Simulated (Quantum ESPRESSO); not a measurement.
# TePb (Fm-3m): Raman and infrared activity, part 3 of 3

Aim: Raman and infrared lines of TePb (Fm-3m).

Quantum ESPRESSO 8.0 development, patched; DFT LDA, scalar-relativistic, plane waves, PseudoDojo norm-conserving pseudopotentials.

So far. Step 5 (Zone-centre response): The acoustic modes at Γ come out as far as 1.1 cm⁻¹ from zero, where they should vanish, a small numerical error; the Born charges miss their sum rule by 0.056 e, too much: mesh or cutoff is short for the field response. The relaxed cell has a = 6.380 Å (conventional setting).

## Step 6: Modes with the sum rule (continued)

Static dielectric tensor (ions relaxed, fixed cell):

```
199.3   0.0   0.0
  0.0 199.3   0.0
  0.0   0.0 199.3
```

The rule moves no optical mode by more than 0.1 cm⁻¹.

## Step 7: Sum rules set otherwise: a sum rule for molecules or wires on a crystal

This rule also removes rotations, which suits molecules and not a crystal; it is tried to see the harm.

File dynmat.in:

```
&INPUT
  fildyn = 'g.dyn'
  asr    = 'zero-dim'
  fileig = 'dynmat.eig'
  lperm  = .true.
/
```

On the command line:

```bash
> dynmat.x -in dynmat.in > dynmat.out
```

Log:

```text
[banner, memory and clock lines left out]
Program DYNMAT v.8.0dev

     Reading Dynamical Matrix from file g.dyn
     ...Force constants read
     ...epsilon and Z* read
     ...Raman cross sections read
     Warning: this looks like a crystal, not a molecule in a box: use asr = 'crystal'
     Acoustic Sum Rule: || Z*(ASR) - Z*(orig)|| =    6.809230E-02
     Acoustic Sum Rule: ||dyn(ASR) - dyn(orig)||=    3.400379E-02
     Message from routine dynmat:
     WARNING: the charges keep any dipole. Ignore the strengths of the modes set to zero; with q typed a rigid rotation may get a frequency
     A direction for q was not specified:TO-LO splitting will be absent

     Polarizability (A^3 units)
     multiply by 0.082004 for Clausius-Mossotti correction (not under assume_isolated = 'mt')
       173.538178    0.000000    0.000000
         0.000000  173.538178   -0.000000
         0.000000   -0.000000  173.538178

     IR activities are in (D/A)^2/amu units

# mode   [cm-1]    [THz]      IR
    1     -0.00   -0.0000    9.6147
    2     -0.00   -0.0000    4.5425
    3      0.00    0.0000    0.1271
    4      0.00    0.0000    3.3383
    5      0.00    0.0000    2.5345
    6     44.85    1.3445   10.0785

Electronic dielectric permittivity tensor (relative, adimensional)
        34.583387    0.000000    0.000000
         0.000000   34.583387   -0.000000
         0.000000   -0.000000   34.583387

 ... with zone-center polar mode contributions
        89.442069  -54.858682  -54.858682
       -54.858682   89.442069   54.858682
       -54.858682   54.858682   89.442069
```

Wall time 0.85 s (1 thread of AMD EPYC (Zen 3), shared host).

The run ended normally, but on settings that are not sound.

The fault: a sum rule for molecules or wires on a crystal; 2 optical modes are projected out to zero frequency, as if they were rotations, and the static dielectric tensor is spoilt.

For a crystal the rule has to be 'simple' or 'crystal'.

Zone-centre frequencies as printed; negative means imaginary. Modes:

| mode | frequency (cm⁻¹) |
| --- | --- |
| 1 | 0 |
| 2 | 0 |
| 3 | 0 |
| 4 | 0 |
| 5 | 0 |
| 6 | 44.85 |

## Step 8: The LO-TO splitting (1 0 0)

A longitudinal polar mode sets up a macroscopic field that stiffens it; the term hangs on the direction from which q goes to zero.

File dynmat.in:

```
&INPUT
  fildyn = 'g.dyn'
  asr    = 'simple'
  fileig = 'dynmat.eig'
  q(1)   = 1.0
  q(2)   = 0.0
  q(3)   = 0.0
/
```

On the command line:

```bash
> dynmat.x -in dynmat.in > dynmat.out
```

Log:

```text
[banner, memory and clock lines left out]
Program DYNMAT v.8.0dev

     Reading Dynamical Matrix from file g.dyn
     ...Force constants read
     ...epsilon and Z* read
     ...Raman cross sections read

     Polarizability (A^3 units)
     multiply by 0.082004 for Clausius-Mossotti correction (not under assume_isolated = 'mt')
       173.538178    0.000000    0.000000
         0.000000  173.538178   -0.000000
         0.000000   -0.000000  173.538178

     IR activities are in (D/A)^2/amu units

# mode   [cm-1]    [THz]      IR
    1      0.00    0.0000    0.0000
    2      0.00    0.0000    0.0000
    3      0.00    0.0000    0.0000
    4     44.84    1.3441   10.0785
    5     44.84    1.3441   10.0785
    6    107.62    3.2264   10.0785
```

It took 0.9 s on 1 thread.

This step gave:

```
highest mode moved by the LO-TO term : 107.6 cm⁻¹
```

Zone-centre frequencies as printed; negative means imaginary. Modes:

```
mode  frequency (cm⁻¹)
   1                 0
   2                 0
   3                 0
   4             44.84
   5             44.84
   6             107.6
```

The field moves one mode, from 45 to 108 cm⁻¹; the others stay.

## Step 9: Summary of results

```
space group after relaxation                                                            : Fm-3m
volume per atom                                                                         : 32.5 Å³
gap on the k-mesh                                                                       : 0.575 eV
highest optical zone-centre mode (no LO-TO term)                                        : 44.8 cm⁻¹
highest mode moved by the LO-TO term (probably not converged in the k mesh)             : 107.6 cm⁻¹
mean high-frequency dielectric constant (probably not converged in the k mesh)          : 34.6
largest Born charge in size (third of the trace) (probably not converged in the k mesh) : 5.90 e
mean static dielectric constant (probably not converged in the k mesh)                  : 199.3
imaginary optical modes at the zone centre (no q mesh in this session)                  : none
```

No mode is Raman active in this structure; the strongest infrared line lies at 45 cm⁻¹. At the LDA level the optical modes of TePb (Fm-3m) at the zone centre (no LO-TO term) lie at 45 cm⁻¹. Along the directions run, the highest mode that the macroscopic field moves lies at 108 cm⁻¹. Lattice motion raises the mean dielectric constant from 34.58 to 199.3. The Born charges miss their sum rule by 0.056 e, a sign that the k mesh or the cutoff is short for the field response. ε∞, the Born charges and what follows from them are probably not converged in the k mesh. The Lyddane-Sachs-Teller relation holds: (ωLO/ωTO)² is 5.76 and ε₀/ε∞ is 5.76. These are harmonic frequencies at zero temperature: anharmonic shifts and linewidths and thermal expansion are left out. Spin-orbit coupling is left out, which can matter for the heavy elements here. The build is a development version in which the Raman tensors of release 7.5 are mended; dynmat.x leaves out the electro-optic term of LO lines.

Computed beside measured:

| quantity | measured | LDA PseudoDojo norm-conserving, Quantum ESPRESSO |
| --- | --- | --- |
| lattice constant a (Å) | 6.4397 | 6.380 (-0.9 %) |
| infrared mode, TO at Gamma (cm⁻¹) | 18 | 45 (+148.9 %) |

Measured values from arxiv:1709.02863 (2017) and arxiv:0808.3152 (2008).

Verdict: The lattice constant a is off by -0.9 %: fair agreement. The infrared mode is off by +148.9 %: a clear miss. The grades are ours: good and fair within 0.7 and 1.5 % for the lattice constant a and 3 and 7 % for the infrared mode. For lattice constants and infrared mode the calculation has a static lattice, without zero-point motion or thermal expansion (measured at up to 125 K). Limits of convergence are named above.

[Host names and launcher messages were left out of these logs when they were recorded.]

[Logs are printed without paths, hosts, clocks, repeated set-up lines and the standing remarks that a program may print on its own settings, such as how far it seeks lower states.]

[Hosts, paths, dates, database ids (printed as entryN), source tags and the programs' standing remarks are cut or masked in the printed files.]
